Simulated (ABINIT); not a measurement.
# Beyond one shot: SrTiO3 (Tausonite), part 2 of 3

Wanted: G0W0 and self-consistent gaps of SrTiO3 (Tausonite), with the cost of the cycles.

ABINIT 10.8.3; PBEsol and many-body steps on it, plane waves. Known limits of the many-body steps: not at the basis limit; no spin-orbit coupling; coarse k mesh.

So far. Step 4 (G0W0): The gap on the mesh goes from 1.85 eV to 3.54 eV, a correction of +1.69 eV. Step 5 (evGW0, cycle 1): Against G0W0 in ABINIT (4×4×4 mesh, 200 bands, screening to 179.6 eV, Godby-Needs plasmon pole), the gap moves by +0.478 eV. This first cycle still uses the starting levels; it takes the full correction, at all points of the mesh, and its linearised value is 3.544 eV.

## Step 6: evGW0, cycle 2

Level of this step: evGW0 on PBEsol, plane waves, norm-conserving pseudopotentials (ABINIT).

The corrected levels of the last cycle go back in.

File run.abi:

```
acell 3*1.0 Angstrom
rprim 
  3.905280000000 0.000000000000 0.000000000000
  0.000000000000 3.905280000000 0.000000000000
  0.000000000000 0.000000000000 3.905280000000
ntypat 3
znucl 38 22 8
natom 5
typat 1 2 3 3 3
xred 
  0.500000000000 0.500000000000 0.500000000000
  0.000000000000 0.000000000000 0.000000000000
  0.500000000000 0.000000000000 0.000000000000
  0.000000000000 0.500000000000 0.000000000000
  0.000000000000 0.000000000000 0.500000000000
pp_dirpath "pseudos"
pseudos "Sr.upf, Ti.upf, O.upf"
ecut 38
ngkpt 4 4 4
nshiftk 1
shiftk 0 0 0
kptopt 1
chksymbreak 0
istwfk *1
occopt 1
irdwfk 1
optdriver 4
nband 200
gwcalctyp 10
ecutsigx 38
symsigma 1
nkptgw 10
kptgw 
  0.0000000000 0.0000000000 0.0000000000
  0.2500000000 0.0000000000 0.0000000000
  0.5000000000 0.0000000000 0.0000000000
  0.2500000000 0.2500000000 0.0000000000
  0.5000000000 0.2500000000 0.0000000000
  0.5000000000 0.5000000000 0.0000000000
  0.2500000000 0.2500000000 0.2500000000
  0.5000000000 0.2500000000 0.2500000000
  0.5000000000 0.5000000000 0.2500000000
  0.5000000000 0.5000000000 0.5000000000
bdgw 
  12 31
  12 31
  12 31
  12 31
  12 31
  12 31
  12 31
  12 31
  12 31
  12 31
ecuteps 6.6
irdscr 1
ppmodel 1
irdqps 1
indata_prefix "in"
outdata_prefix "out"
tmpdata_prefix "tmp"
```

Launch:

```bash
OMP_NUM_THREADS=1 mpirun -n 4 abinit run.abi > log
```

Output:

```text
.Version 10.8.3 of ABINIT. v10.8.2 released Aug 2026.

 Symmetries : space group Pm -3 m (#221); Bravais cP (primitive cubic)
[... echo of the input left out ...]
== DATASET  1 ==================================================================
-   mpi_nproc: 4, omp_nthreads: 1 (-1 if OMP is not activated)

--- !DatasetInfo
iteration_state: {dtset: 1, }
dimensions: {natom: 5, nkpt: 10, mband: 200, nsppol: 1, nspinor: 1, nspden: 1, mpw: 4632, }
cutoff_energies: {ecut:  38.0, pawecutdg:  -1.0, }
[...]
.  kptgw no:  3; Maximum DeltaE = (  -0.080  -0.002) for band index: 11
[...]
.  kptgw no:  9; Maximum DeltaE = (   0.044   0.000) for band index: 18
.  kptgw no: 10; Maximum DeltaE = (   0.095   0.008) for band index: 16

== END DATASET(S) ==============================================================
================================================================================

 -outvars: echo values of variables after computation  --------
           etotal      0.0000000000E+00
            nband         200
             nkpt          10
          spgroup         221
 [... the other variables as echoed above ...]

 Calculation completed.
```

The job ended after 17 min (4 MPI ranks of Arm Neoverse V2, shared host; peak memory 2.4 GiB).

Numbers from this step:

* quasiparticle gap on the mesh: 3.901 eV
* gap of the density functional on the mesh: 1.854 eV
* k of the valence top: 0.5, 0.5, 0.5
* k of the conduction bottom: 0, 0, 0
* least direct quasiparticle gap on the computed points: 4.272 eV

Against the cycle before, the gap moves by −0.121 eV.

## Step 7: evGW0, cycle 3

run.abi is that of step 6.

Output:

```text
.Version 10.8.3 of ABINIT. v10.8.2 released Aug 2026.

 Symmetries : space group Pm -3 m (#221); Bravais cP (primitive cubic)
[... echo of the input left out ...]
== DATASET  1 ==================================================================
-   mpi_nproc: 4, omp_nthreads: 1 (-1 if OMP is not activated)

--- !DatasetInfo
iteration_state: {dtset: 1, }
dimensions: {natom: 5, nkpt: 10, mband: 200, nsppol: 1, nspinor: 1, nspden: 1, mpw: 4632, }
cutoff_energies: {ecut:  38.0, pawecutdg:  -1.0, }
[...]
.  kptgw no:  3; Maximum DeltaE = (  -0.000   0.000) for band index:  1
[...]
.  kptgw no:  9; Maximum DeltaE = (  -0.003   0.000) for band index: 18
.  kptgw no: 10; Maximum DeltaE = (  -0.021   0.013) for band index: 16

== END DATASET(S) ==============================================================
================================================================================

 -outvars: echo values of variables after computation  --------
           etotal      0.0000000000E+00
            nband         200
             nkpt          10
          spgroup         221
 [... the other variables as echoed above ...]

 Calculation completed.
```

Elapsed: 17 min, on 4 MPI ranks; peak memory 2.4 GiB.

Numbers from this step:

```
quasiparticle gap on the mesh                         : 3.897 eV
gap of the density functional on the mesh             : 1.854 eV
k of the valence top                                  : 0.5, 0.5, 0.5
k of the conduction bottom                            : 0, 0, 0
least direct quasiparticle gap on the computed points : 4.267 eV
```

Against the cycle before, the gap moves by −0.004 eV.

## Step 8: Screening, 4×4×4 mesh, 200 bands, screening to 179.6 eV

This step: RPA screening on PBEsol, plane waves, norm-conserving pseudopotentials.

File run.abi:

```
acell 3*1.0 Angstrom
rprim 
  3.905280000000 0.000000000000 0.000000000000
  0.000000000000 3.905280000000 0.000000000000
  0.000000000000 0.000000000000 3.905280000000
ntypat 3
znucl 38 22 8
natom 5
typat 1 2 3 3 3
xred 
  0.500000000000 0.500000000000 0.500000000000
  0.000000000000 0.000000000000 0.000000000000
  0.500000000000 0.000000000000 0.000000000000
  0.000000000000 0.500000000000 0.000000000000
  0.000000000000 0.000000000000 0.500000000000
pp_dirpath "pseudos"
pseudos "Sr.upf, Ti.upf, O.upf"
ecut 38
ngkpt 4 4 4
nshiftk 1
shiftk 0 0 0
kptopt 1
chksymbreak 0
istwfk *1
occopt 1
irdwfk 1
optdriver 3
nband 200
ecuteps 6.6
inclvkb 2
awtr 1
symchi 1
gwcalctyp 10
mbpt_sciss 2.218 eV
nqptdm 1
qptdm 
  0 0 0
indata_prefix "in"
outdata_prefix "out"
tmpdata_prefix "tmp"
```

Output:

```text
.Version 10.8.3 of ABINIT. v10.8.2 released Aug 2026.

 Symmetries : space group Pm -3 m (#221); Bravais cP (primitive cubic)
[... echo of the input left out ...]
== DATASET  1 ==================================================================
-   mpi_nproc: 4, omp_nthreads: 1 (-1 if OMP is not activated)

--- !DatasetInfo
iteration_state: {dtset: 1, }
dimensions: {natom: 5, nkpt: 10, mband: 200, nsppol: 1, nspinor: 1, nspden: 1, mpw: 4632, }
cutoff_energies: {ecut:  38.0, pawecutdg:  -1.0, }
electrons: {nelect:   4.00000000E+01, charge:   0.00000000E+00, occopt:   1.00000000E+00, tsmear:   1.00000000E-02, }

 SCREENING: Calculation of the susceptibility and dielectric matrices

 Based on a program developped by R.W. Godby, V. Olevano, G. Onida, and L. Reining.
 Incorporated in ABINIT by V. Olevano, G.-M. Rignanese, and M. Torrent.
.Using double precision arithmetic ; gwpc =  8

[... cell and pseudopotentials left out ...]
--------------------------------------------------------------------------------

 ==== K-mesh for the wavefunctions ====
 Number of points in the irreducible wedge :    10
[... list of points left out ...]
 Together with 48 symmetry operations and time-reversal symmetry
 yields    64 points in the full Brillouin Zone.

 ==== Q-mesh for the screening function ====
 Number of points in the irreducible wedge :    10
[... list of points left out ...]
 Together with 48 symmetry operations and time-reversal symmetry
 yields    64 points in the full Brillouin Zone.

 setmesh: FFT mesh size selected  =    30x   30x   30
          total number of points  =        27000

 vcoul_init : cutoff-mode = AUXILIARY_FUNCTION
 q-points for optical limit:   1
     1)      0.000010    0.000020    0.000030

 Dielectric matrix will be calculated only for some
 selected q points provided by the user through the input variables
 nqptdm and qptdm

- screening: taking advantage of time-reversal symmetry
- Maximum band index for partially occupied states nbvw = 20
- Remaining bands to be divided among processors   nbcw = 180
- Number of bands treated by each node ~45

 rdqps: reading QP wavefunctions of the previous step
        looking for file in_QPS
 file not found, 1st iteration initialized with KS eigenelements

 screening : performing a first self-consistency
 update of the energies in W by a scissor operator
 applying a scissor operator of [eV] :   2.218

 Number of electrons calculated from density =   40.0000; Expected =   40.0000
 average of density, n =  0.099519
 r_s =    1.3387
 omega_plasma =   30.4305 [eV]

 calculating chi0 at frequencies [eV] :
  1    0.000000E+00    0.000000E+00
  2    0.000000E+00    3.043050E+01

--------------------------------------------------------------------------------
  q-point number  1        q = ( 0.000000, 0.000000, 0.000000) [r.l.u.]
--------------------------------------------------------------------------------
[... chi0 elements left out ...]
 For q-point:  0.000010 0.000020 0.000030
  dielectric constant =   4.9757
  dielectric constant without local fields =   5.2428

  Average fulfillment of the sum rule on Im[epsilon] for q-point    1 :     79.82  [%]
[... wings left out ...]
== END DATASET(S) ==============================================================
================================================================================

 -outvars: echo values of variables after computation  --------
           etotal      0.0000000000E+00
            nband         200
             nkpt          10
          spgroup         221
 [... the other variables as echoed above ...]

 Calculation completed.
```

It took 32 s on 4 MPI ranks; peak memory 1.7 GiB; 2.1 min of CPU time.

This step gave:

- ε∞ with local fields, on this mesh, along the program's q direction: 4.976
- the same without local fields: 5.243
- plasma frequency: 30.43 eV
- plane waves in the screening matrix: 341

This screening uses the functional's bands under a rigid shift, the mean opening of the cycle before.

## Step 9: Screening, 4×4×4 mesh, 200 bands, screening to 179.6 eV

This step: RPA screening on PBEsol from quasiparticle energies, plane waves, norm-conserving pseudopotentials.

Edit run.abi of step 8 so:

```diff
@@ -32,7 +32,15 @@
 symchi 1
+irdqps 1
 gwcalctyp 10
-mbpt_sciss 2.218 eV
-nqptdm 1
+nqptdm 9
 qptdm 
-  0 0 0
+  0.2500000000 0.0000000000 0.0000000000
+  0.5000000000 0.0000000000 0.0000000000
+  0.2500000000 0.2500000000 0.0000000000
+  0.5000000000 0.2500000000 0.0000000000
+  0.5000000000 0.5000000000 0.0000000000
+  0.2500000000 0.2500000000 0.2500000000
+  0.5000000000 0.2500000000 0.2500000000
+  0.5000000000 0.5000000000 0.2500000000
+  0.5000000000 0.5000000000 0.5000000000
 indata_prefix "in"
```

File mrgscr.stdin:

```
2
merged
q0_SCR
out_SCR
1
```

Launch:

```bash
OMP_NUM_THREADS=1 mpirun -n 4 abinit run.abi > log; mrgscr < mrgscr.stdin
```

Output:

```text
.Version 10.8.3 of ABINIT. v10.8.2 released Aug 2026.

 Symmetries : space group Pm -3 m (#221); Bravais cP (primitive cubic)
[... echo of the input left out ...]
== DATASET  1 ==================================================================
-   mpi_nproc: 4, omp_nthreads: 1 (-1 if OMP is not activated)

--- !DatasetInfo
iteration_state: {dtset: 1, }
dimensions: {natom: 5, nkpt: 10, mband: 200, nsppol: 1, nspinor: 1, nspden: 1, mpw: 4632, }
cutoff_energies: {ecut:  38.0, pawecutdg:  -1.0, }
[...]
q-point number  1        q = ( 0.250000, 0.000000, 0.000000) [r.l.u.]
--------------------------------------------------------------------------------
[... chi0 elements left out ...]
  Average fulfillment of the sum rule on Im[epsilon] for q-point    2 :     88.21  [%]

--------------------------------------------------------------------------------
  q-point number  2        q = ( 0.500000, 0.000000, 0.000000) [r.l.u.]
--------------------------------------------------------------------------------
[... chi0 elements left out ...]
  Average fulfillment of the sum rule on Im[epsilon] for q-point    3 :     83.28  [%]

 [... 7 further q-points ...]
```

Wall time 2 min (4 MPI ranks); peak memory 1.6 GiB; 8 min of CPU time.

This step gave:

- plasma frequency: 30.43 eV
- plane waves in the screening matrix: 341

This screening reads the quasiparticle levels of the cycle before.

## Step 10: evGW, cycle 1

This step: evGW on PBEsol, plane waves, norm-conserving pseudopotentials.

Edit run.abi of step 9 so:

```diff
@@ -26,12 +26,10 @@
 irdwfk 1
-optdriver 3
+optdriver 4
 nband 200
-ecuteps 6.6
-inclvkb 2
-awtr 1
-symchi 1
-irdqps 1
 gwcalctyp 10
-nqptdm 9
-qptdm 
+ecutsigx 38
+symsigma 1
+nkptgw 10
+kptgw 
+  0.0000000000 0.0000000000 0.0000000000
   0.2500000000 0.0000000000 0.0000000000
@@ -45,2 +43,17 @@
   0.5000000000 0.5000000000 0.5000000000
+bdgw 
+  12 31
+  12 31
+  12 31
+  12 31
+  12 31
+  12 31
+  12 31
+  12 31
+  12 31
+  12 31
+ecuteps 6.6
+irdscr 1
+ppmodel 1
+irdqps 1
 indata_prefix "in"
```

Launch:

```bash
OMP_NUM_THREADS=1 mpirun -n 4 abinit run.abi > log
```

Output:

```text
.Version 10.8.3 of ABINIT. v10.8.2 released Aug 2026.

 Symmetries : space group Pm -3 m (#221); Bravais cP (primitive cubic)
[... echo of the input left out ...]
== DATASET  1 ==================================================================
-   mpi_nproc: 4, omp_nthreads: 1 (-1 if OMP is not activated)

--- !DatasetInfo
iteration_state: {dtset: 1, }
dimensions: {natom: 5, nkpt: 10, mband: 200, nsppol: 1, nspinor: 1, nspden: 1, mpw: 4632, }
cutoff_energies: {ecut:  38.0, pawecutdg:  -1.0, }
[...]
.  kptgw no:  3; Maximum DeltaE = (   0.232  -0.000) for band index:  1
[...]
.  kptgw no:  9; Maximum DeltaE = (  -0.278   0.004) for band index: 12
.  kptgw no: 10; Maximum DeltaE = (   0.279  -0.001) for band index:  1

== END DATASET(S) ==============================================================
================================================================================

 -outvars: echo values of variables after computation  --------
           etotal      0.0000000000E+00
            nband         200
             nkpt          10
          spgroup         221
 [... the other variables as echoed above ...]

 Calculation completed.
```

It took 17 min on 4 MPI ranks; peak memory 2.4 GiB; 67 min of CPU time.

This step gave:

```
quasiparticle gap on the mesh                         : 4.503 eV
gap of the density functional on the mesh             : 1.854 eV
k of the valence top                                  : 0.5, 0.5, 0.5
k of the conduction bottom                            : 0, 0, 0
least direct quasiparticle gap on the computed points : 4.857 eV
```

Against G0W0 in ABINIT (4×4×4 mesh, 200 bands, screening to 179.6 eV, Godby-Needs plasmon pole), the gap moves by +0.959 eV.

## Step 11: Screening, 4×4×4 mesh, 200 bands, screening to 179.6 eV

This step: RPA screening on PBEsol, plane waves, norm-conserving pseudopotentials.

File run.abi:

```
acell 3*1.0 Angstrom
rprim 
  3.905280000000 0.000000000000 0.000000000000
  0.000000000000 3.905280000000 0.000000000000
  0.000000000000 0.000000000000 3.905280000000
ntypat 3
znucl 38 22 8
natom 5
typat 1 2 3 3 3
xred 
  0.500000000000 0.500000000000 0.500000000000
  0.000000000000 0.000000000000 0.000000000000
  0.500000000000 0.000000000000 0.000000000000
  0.000000000000 0.500000000000 0.000000000000
  0.000000000000 0.000000000000 0.500000000000
pp_dirpath "pseudos"
pseudos "Sr.upf, Ti.upf, O.upf"
ecut 38
ngkpt 4 4 4
nshiftk 1
shiftk 0 0 0
kptopt 1
chksymbreak 0
istwfk *1
occopt 1
irdwfk 1
optdriver 3
nband 200
ecuteps 6.6
inclvkb 2
awtr 1
symchi 1
gwcalctyp 10
mbpt_sciss 2.857 eV
nqptdm 1
qptdm 
  0 0 0
indata_prefix "in"
outdata_prefix "out"
tmpdata_prefix "tmp"
```

Output:

```text
.Version 10.8.3 of ABINIT. v10.8.2 released Aug 2026.

 Symmetries : space group Pm -3 m (#221); Bravais cP (primitive cubic)
[... echo of the input left out ...]
== DATASET  1 ==================================================================
-   mpi_nproc: 4, omp_nthreads: 1 (-1 if OMP is not activated)

--- !DatasetInfo
iteration_state: {dtset: 1, }
dimensions: {natom: 5, nkpt: 10, mband: 200, nsppol: 1, nspinor: 1, nspden: 1, mpw: 4632, }
cutoff_energies: {ecut:  38.0, pawecutdg:  -1.0, }
[...]
[... chi0 elements left out ...]
 For q-point:  0.000010 0.000020 0.000030
  dielectric constant =   4.6984
  dielectric constant without local fields =   4.9458

  Average fulfillment of the sum rule on Im[epsilon] for q-point    1 :     81.03  [%]
[... wings left out ...]
== END DATASET(S) ==============================================================
================================================================================

 -outvars: echo values of variables after computation  --------
           etotal      0.0000000000E+00
            nband         200
             nkpt          10
          spgroup         221
 [... the other variables as echoed above ...]

 Calculation completed.
```

The job ended after 32 s (4 MPI ranks; peak memory 1.7 GiB; 2.1 min of CPU time).

This step gave:

* ε∞ with local fields, on this mesh, along the program's q direction: 4.698
* the same without local fields: 4.946
* plasma frequency: 30.43 eV
* plane waves in the screening matrix: 341

This screening uses the functional's bands under a rigid shift, the mean opening of the cycle before.

(Part 2 of 3 ends here.)

[Paths, hosts, dates, memory and timing lines, banners, echoed tables and standing remarks are left out of the program output.]

[Logs are printed without paths, hosts, clocks, repeated set-up lines and the standing remarks that a program may print on its own settings, such as how far it seeks lower states.]

[Runs of the session that timed out or met a known fault of the program may be left out.]

[Hosts, paths, dates, database ids (printed as entryN), source tags and the programs' standing remarks are cut or masked in the printed files.]

[G0W0 gaps are taken among the corrected bands and points alone; a level outside them can change the order at an edge.]

[Where Ansatz stands beside ABINIT at settings called matched, ABINIT's density can come from a denser mesh and the files from another edition; pairs whose starting gaps differed by over 0.03 eV were left out, so agreement reads better than it is.]
